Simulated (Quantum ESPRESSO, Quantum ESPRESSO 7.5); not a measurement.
**antimonene, 1 layer: a series in biaxial strain**

Wanted: a table for antimonene, 1 layer against biaxial strain, and what can be fitted to it.

Program: Quantum ESPRESSO 7.5. Level of theory: plane-wave DFT, PBE, GBRV ultrasoft pseudopotentials. Results are calculated unless marked as measured.

## Step 1: The starting structure

The cell holds 2 atoms: 2 Sb. Cell: a = 4.120 Å, b = 4.120 Å, c = 16.650 Å, α = 90.0°, β = 90.0°, γ = 120.0°. It derives from Sb. Vacuum lies along c.

Set-up: Cell and atoms are first relaxed; each strained cell is then held and the atoms relax in it. A periodic run with 15 Å of vacuum in the starting cell gives the vacuum levels, and bands follow along a path.

Members -2, -1, 0, 1 and 2 took the same steps and show in the table alone.

## Step 2: Variable-cell relaxation of the reference

What the set-up leaves free in this member is relaxed.

Input file ref.relax.in:

```
&control
  prefix = 'ref.relax'
  outdir = './out'
  pseudo_dir = './pseudo'
  nstep = 80
  forc_conv_thr = 0.0004
  calculation = 'vc-relax'
  etot_conv_thr = 1e-06
/
&system
  ibrav = 0
  nat = 2
  ntyp = 1
  ecutwfc = 50
  ecutrho = 250
  occupations = 'smearing'
  smearing = 'fd'
  degauss = 0.004
/
&electrons
  conv_thr = 1e-09
  mixing_beta = 0.4
  electron_maxstep = 120
  mixing_mode = 'plain'
/
&ions
/
&cell
  cell_dofree = '2Dxy'
  press_conv_thr = 0.3
/
ATOMIC_SPECIES
  Sb  121.7600  sb_pbe_v1.4.uspp.F.UPF
CELL_PARAMETERS angstrom
  4.12000000000000 0.00000000000000 0.00000000000000
  -2.06000000000000 3.56802466359189 0.00000000000000
  0.00000000000000 0.00000000000000 16.65000000000000
ATOMIC_POSITIONS crystal
  Sb  0.666666666700 0.333333333300 0.450450450450
  Sb  0.333333333300 0.666666666700 0.549549549550
K_POINTS automatic
  12 12 1 0 0 0
```

Started as:

```bash
$ OMP_NUM_THREADS=1 mpirun -n 4 pw.x -nk 4 -in ref.relax.in > ref.relax.out
```

What it wrote:

```text
Program PWSCF v.7.5 starts
[citation notice left out]

     Parallel version (MPI & OpenMP), running on       4 processor cores
     Number of MPI processes:                 4
     Threads/MPI process:                     1

     MPI processes distributed on     1 nodes
[...]
Current dimensions of program PWSCF are:
     Max number of different atomic species (ntypx) = 10
     Max number of k-points (npk) =  40000
     Max angular momentum in pseudopotentials (lmaxx) =  4
     Message from routine setup:
     using ibrav=0 with symmetry is DISCOURAGED, use correct ibrav instead

     K-points division:     npool     =       4
     Subspace diagonalization in iterative solution of the eigenvalue problem:
     a serial algorithm will be used

     G-vector sticks info
     --------------------
     sticks:   dense  smooth     PW     G-vecs:    dense   smooth      PW
     Sum        1039     847    241               110313    79035   12317

     Using Slab Decomposition

     bravais-lattice index     =            0
     lattice parameter (alat)  =       7.7857  a.u.
     unit-cell volume          =    1651.7180 (a.u.)^3
     number of atoms/cell      =            2
     number of atomic types    =            1
     number of electrons       =        30.00
     number of Kohn-Sham states=           19
     kinetic-energy cutoff     =      50.0000  Ry
     charge density cutoff     =     250.0000  Ry
     scf convergence threshold =      1.0E-09
     mixing beta               =       0.4000
     number of iterations used =            8  plain     mixing
     energy convergence thresh.=      1.0E-06
     force convergence thresh. =      4.0E-04
     press convergence thresh. =      3.0E-01
     Exchange-correlation=  SLA  PW   PBX  PBC
                           (   1   4   3   4   0   0   0)
     nstep                     =           80

     celldm(1)=   7.785672  celldm(2)=   0.000000  celldm(3)=   0.000000
     celldm(4)=   0.000000  celldm(5)=   0.000000  celldm(6)=   0.000000

     crystal axes: (cart. coord. in units of alat)
               a(1) = (   1.000000   0.000000   0.000000 )
               a(2) = (  -0.500000   0.866025   0.000000 )
               a(3) = (   0.000000   0.000000   4.041262 )

     reciprocal axes: (cart. coord. in units 2 pi/alat)
               b(1) = (  1.000000  0.577350 -0.000000 )
               b(2) = (  0.000000  1.154701  0.000000 )
               b(3) = (  0.000000 -0.000000  0.247447 )

     PseudoPot. # 1 for Sb read from file:
     ./pseudo/sb_pbe_v1.4.uspp.F.UPF
     Pseudo is Ultrasoft + core correction, Zval = 15.0
     Generated by new atomic code, or converted to UPF format
     Using radial grid of  891 points,  6 beta functions with:
                l(1) =   0
                l(2) =   0
                l(3) =   1
                l(4) =   1
                l(5) =   2
                l(6) =   2
     Q(r) pseudized with  8 coefficients,  rinner =    1.350   1.350   1.350
                                                       1.350   1.350

     atomic species   valence    mass     pseudopotential
     Sb               15.00   121.76000     Sb( 1.00)

     12 Sym. Ops., with inversion, found

   Cartesian axes

     site n.     atom                  positions (alat units)
         1        Sb     tau(   1) = (   0.5000000   0.2886751   1.8203883  )
         2        Sb     tau(   2) = (  -0.0000000   0.5773503   2.2208738  )

     number of k points=    19  Fermi-Dirac smearing, width (Ry)=  0.0040
                       cart. coord. in units 2pi/alat
        k(    1) = (   0.0000000   0.0000000   0.0000000), wk =   0.0138889
        k(    2) = (   0.0000000   0.0962250   0.0000000), wk =   0.0833333
        k(    3) = (   0.0000000   0.1924501   0.0000000), wk =   0.0833333
        k(    4) = (   0.0000000   0.2886751   0.0000000), wk =   0.0833333
        k(    5) = (   0.0000000   0.3849002   0.0000000), wk =   0.0833333
        k(    6) = (   0.0000000   0.4811252   0.0000000), wk =   0.0833333
        k(    7) = (   0.0000000  -0.5773503   0.0000000), wk =   0.0416667
        k(    8) = (   0.0833333   0.1443376   0.0000000), wk =   0.0833333
        k(    9) = (   0.0833333   0.2405626   0.0000000), wk =   0.1666667
        k(   10) = (   0.0833333   0.3367877   0.0000000), wk =   0.1666667
[...]
k(   19) = (   0.3333333   0.5773503   0.0000000), wk =   0.0277778

     Dense  grid:   110313 G-vectors     FFT dimensions: (  40,  40, 160)

     Smooth grid:    79035 G-vectors     FFT dimensions: (  36,  36, 144)

     Estimated max dynamical RAM per process >     173.53 MB

     Estimated total dynamical RAM >     613.33 MB

     Check: negative core charge=   -0.000003

     Initial potential from superposition of free atoms

     starting charge      28.0000, renormalised to      30.0000

     negative rho (up, down):  2.320E-04 0.000E+00
     Starting wfcs are   18 randomized atomic wfcs +    1 random wfcs

     total cpu time spent up to now is        1.8 secs

     per-process dynamical memory:    77.2 Mb

     Self-consistent Calculation

     iteration #  1     ecut=    50.00 Ry     beta= 0.40
     Davidson diagonalization with overlap
     ethr =  1.00E-02,  avg # of iterations =  7.7

     negative rho (up, down):  1.787E-06 0.000E+00

     total cpu time spent up to now is        6.0 secs

     total energy              =    -369.59185387 Ry
     estimated scf accuracy    <       2.26319045 Ry

     iteration #  2     ecut=    50.00 Ry     beta= 0.40
[...]
negative rho (up, down):  6.349E-07 0.000E+00

[...]
total energy              =    -369.87107368 Ry
     estimated scf accuracy    <       0.12190183 Ry

     iteration #  3     ecut=    50.00 Ry     beta= 0.40
[...]
negative rho (up, down):  1.201E-05 0.000E+00

[...]
total energy              =    -369.89231309 Ry
     estimated scf accuracy    <       0.00704038 Ry

     iteration #  4     ecut=    50.00 Ry     beta= 0.40
[...]
negative rho (up, down):  6.091E-05 0.000E+00

[...]
total energy              =    -369.89257144 Ry
     estimated scf accuracy    <       0.00113981 Ry

     iteration #  5     ecut=    50.00 Ry     beta= 0.40
[...]
negative rho (up, down):  4.692E-05 0.000E+00

[...]
total energy              =    -369.89263231 Ry
     estimated scf accuracy    <       0.00002009 Ry

[...]
Davidson diagonalization with overlap
     ethr =  1.00E-06,  avg # of iterations =  3.9

     Threshold (ethr) on eigenvalues was too large:
     Diagonalizing with lowered threshold

     Davidson diagonalization with overlap
     ethr =  3.59E-09,  avg # of iterations =  4.0

     negative rho (up, down):  5.051E-05 0.000E+00

     total cpu time spent up to now is       60.0 secs

     total energy              =    -369.89269269 Ry
     estimated scf accuracy    <       0.00000114 Ry

[...]
iteration #  5     ecut=    50.00 Ry     beta= 0.40
[...]
negative rho (up, down):  5.063E-05 0.000E+00

[...]
End of self-consistent calculation

[...]
the Fermi energy is    -0.6698 ev

!    total energy              =    -369.89269274 Ry
     estimated scf accuracy    <          4.8E-11 Ry
     smearing contrib. (-TS)   =      -0.00000004 Ry
     internal energy E=F+TS    =    -369.89269270 Ry

     The total energy is F=E-TS. E is the sum of the following terms:
     one-electron contribution =    -898.55583510 Ry
     hartree contribution      =     454.26001037 Ry
     xc contribution           =     -88.01289031 Ry
     ewald contribution        =     162.41602234 Ry

     convergence has been achieved in   5 iterations

     negative rho (up, down):  5.063E-05 0.000E+00

     Forces acting on atoms (cartesian axes, Ry/au):

     atom    1 type  1   force =     0.00000000    0.00000000    0.00093019
     atom    2 type  1   force =    -0.00000000   -0.00000000   -0.00093019

     Total force =     0.001315     Total SCF correction =     0.000001

     Computing stress (Cartesian axis) and pressure

     negative rho (up, down):  5.063E-05 0.000E+00
          total   stress  (Ry/bohr**3)                   (kbar)     P=       -0.39
  -0.00000181  -0.00000000   0.00000000           -0.27       -0.00        0.00
  -0.00000000  -0.00000181   0.00000000           -0.00       -0.27        0.00
   0.00000000   0.00000000  -0.00000429            0.00        0.00       -0.63

     Energy error            =      1.9E-05 Ry
     Gradient error          =      9.3E-04 Ry/Bohr
     Cell gradient error     =      2.7E-01 kbar

     number of scf cycles    =   3
     number of bfgs steps    =   2

     enthalpy           old  =    -369.8926735834 Ry
     enthalpy           new  =    -369.8926927438 Ry

     CASE: enthalpy          _new < enthalpy          _old

     new trust radius        =       0.0026223135 bohr
     new conv_thr            =            2.3E-11 Ry

     new unit-cell volume =   1650.36244 a.u.^3 (   244.55848 Ang^3 )
     density =      1.65349 g/cm^3

CELL_PARAMETERS (angstrom)
   4.118309014  -0.000000000   0.000000000
  -2.059154507   3.566560226   0.000000000
   0.000000000   0.000000000  16.650000000

ATOMIC_POSITIONS (crystal)
Sb               0.6666666667        0.3333333333        0.4508249403
Sb               0.3333333333        0.6666666667        0.5491750597

[...]
NEW-OLD atomic charge density approx. for the potential
     New effective cutoffs (rho, wfc):  250.18   50.04

     Check: negative core charge=   -0.000003

     negative rho (up, down):  5.080E-05 0.000E+00

     total cpu time spent up to now is       74.7 secs

     per-process dynamical memory:    83.0 Mb

[...]
!    total energy              =    -369.89269546 Ry
[...]
Total force =     0.000107     Total SCF correction =     0.000002
[...]
number of bfgs steps    =   3
[...]
new trust radius        =       0.0001514739 bohr
[...]
!    total energy              =    -369.89269552 Ry
[...]
Total force =     0.000077     Total SCF correction =     0.000006
[...]
Self-consistent Calculation

     iteration #  1     ecut=    50.00 Ry     beta= 0.40
     Davidson diagonalization with overlap
     c_bands:  1 eigenvalues not converged
     c_bands:  2 eigenvalues not converged
     c_bands:  1 eigenvalues not converged
     c_bands:  1 eigenvalues not converged
     ethr =  1.00E-06,  avg # of iterations = 19.5

     negative rho (up, down):  1.662E-06 0.000E+00

     total cpu time spent up to now is      120.8 secs

     total energy              =    -369.55536375 Ry
     estimated scf accuracy    <       2.32898888 Ry

[...]
iteration # 12     ecut=    50.00 Ry     beta= 0.40
[...]
negative rho (up, down):  4.869E-05 0.000E+00

[...]
End of self-consistent calculation

          k = 0.0000 0.0000 0.0000 (  9893 PWs)   bands (ev):

   -29.8658 -29.8658 -29.7951 -29.7951 -29.7507 -29.6892 -29.6892 -29.6529
   -29.6092 -29.6092 -12.5513  -7.5991  -1.8835  -1.2881  -1.2881   0.2949
     1.5053   2.8817   2.9820

          k = 0.0000 0.0963 0.0000 (  9877 PWs)   bands (ev):

   -29.8654 -29.8623 -29.7946 -29.7929 -29.7498 -29.6907 -29.6893 -29.6538
   -29.6132 -29.6094 -12.4775  -7.5967  -2.0071  -1.8523  -1.4569   0.7894
     1.4123   1.6682   2.9671

          k = 0.0000 0.1925 0.0000 (  9865 PWs)   bands (ev):

   -29.8641 -29.8522 -29.7933 -29.7865 -29.7468 -29.6952 -29.6898 -29.6567
   -29.6247 -29.6100 -12.2585  -7.6233  -3.0676  -1.8322  -1.7927   0.4978
     1.9847   1.9948   3.1997

          k = 0.0000 0.2888 0.0000 (  9831 PWs)   bands (ev):

   -29.8623 -29.8368 -29.7911 -29.7768 -29.7417 -29.7025 -29.6913 -29.6621
   -29.6410 -29.6109 -11.9033  -7.7828  -3.8899  -2.2308  -1.8304   0.0803
     2.1744   2.2094   3.5465

          k = 0.0000 0.3851 0.0000 (  9855 PWs)   bands (ev):

   -29.8605 -29.8196 -29.7865 -29.7646 -29.7350 -29.7123 -29.6948 -29.6745
   -29.6542 -29.6118 -11.4350  -8.1832  -4.2813  -2.5558  -2.1193   0.0087
     1.7978   2.2819   4.0144

          k = 0.0000 0.4813 0.0000 (  9848 PWs)   bands (ev):

   -29.8591 -29.8082 -29.7749 -29.7510 -29.7301 -29.7240 -29.7004 -29.6920
   -29.6594 -29.6124 -10.9237  -8.7388  -4.2965  -2.7633  -2.5351   0.2063
     1.3755   2.2761   3.9454

[...]
the Fermi energy is    -0.6734 ev

!    total energy              =    -369.89268737 Ry
     estimated scf accuracy    <          1.9E-12 Ry
     smearing contrib. (-TS)   =      -0.00000004 Ry
     internal energy E=F+TS    =    -369.89268732 Ry

     The total energy is F=E-TS. E is the sum of the following terms:
     one-electron contribution =    -899.06898140 Ry
     hartree contribution      =     454.51509198 Ry
     xc contribution           =     -88.01432303 Ry
     ewald contribution        =     162.67552512 Ry

     convergence has been achieved in  12 iterations

     negative rho (up, down):  4.869E-05 0.000E+00

     Forces acting on atoms (cartesian axes, Ry/au):

     atom    1 type  1   force =    -0.00000000   -0.00000000   -0.00003965
     atom    2 type  1   force =     0.00000000    0.00000000    0.00003965

     Total force =     0.000056     Total SCF correction =     0.000014
     SCF correction compared to forces is large: reduce conv_thr to get better values

     Computing stress (Cartesian axis) and pressure

     negative rho (up, down):  4.869E-05 0.000E+00
          total   stress  (Ry/bohr**3)                   (kbar)     P=       -0.20
  -0.00000080  -0.00000000   0.00000000           -0.12       -0.00        0.00
  -0.00000000  -0.00000080   0.00000000           -0.00       -0.12        0.00
   0.00000000   0.00000000  -0.00000244            0.00        0.00       -0.36

[...]
=------------------------------------------------------------------------------=
   JOB DONE.
=------------------------------------------------------------------------------=
```

It took 2.6 min on 4 MPI ranks of Arm Neoverse N1, shared host; peak memory 0.74 GiB.

Step by step:

```tsv
step	energy less that of the first step (eV)	largest force (eV/Å)	volume (Å³)
1	0.0000	0.1122	244.76
2	-0.0005	0.0691	244.69
3	-0.0007	0.0239	244.61
4	-0.0007	0.0019	244.56
5	-0.0007	0.0014	244.55
6	-0.0006	0.0010	244.55
```

```tsv
cell as run	before	after	change
a (Å)	4.120	4.118	-0.0 %
b (Å)	4.120	4.118	-0.0 %
```

The relaxed structure:

```cif
data_structure
_symmetry_space_group_name_H-M 'P 1'
_symmetry_Int_Tables_number 1
_cell_length_a 4.1182
_cell_length_b 4.1182
_cell_length_c 16.6500
_cell_angle_alpha 90.000
_cell_angle_beta 90.000
_cell_angle_gamma 120.000
_cell_volume 244.55
loop_
_atom_site_label
_atom_site_type_symbol
_atom_site_fract_x
_atom_site_fract_y
_atom_site_fract_z
_atom_site_occupancy
Sb1 Sb 0.66667 0.33333 0.45082 1
Sb2 Sb 0.33333 0.66667 0.54918 1
```

 The last row is no step: it is a fresh SCF in the final cell with a new plane-wave basis, +0 meV from the row before.

This step gave:

```
free energy  : -5032.6464 eV
Fermi energy : -0.6734 eV
```

[end of part 1 of 6]

[Logs are printed without paths, hosts, clocks, repeated set-up lines and the standing remarks that a program may print on its own settings, such as how far it seeks lower states.]

[Hosts, paths, dates, database ids (printed as entryN), source tags and the programs' standing remarks are cut or masked in the printed files.]

[Maps of the electrostatic potential energy from Ansatz leave out the sawtooth potential of an applied field or a dipole correction, so their vacuum need not be flat; planar profiles and work functions include it.]
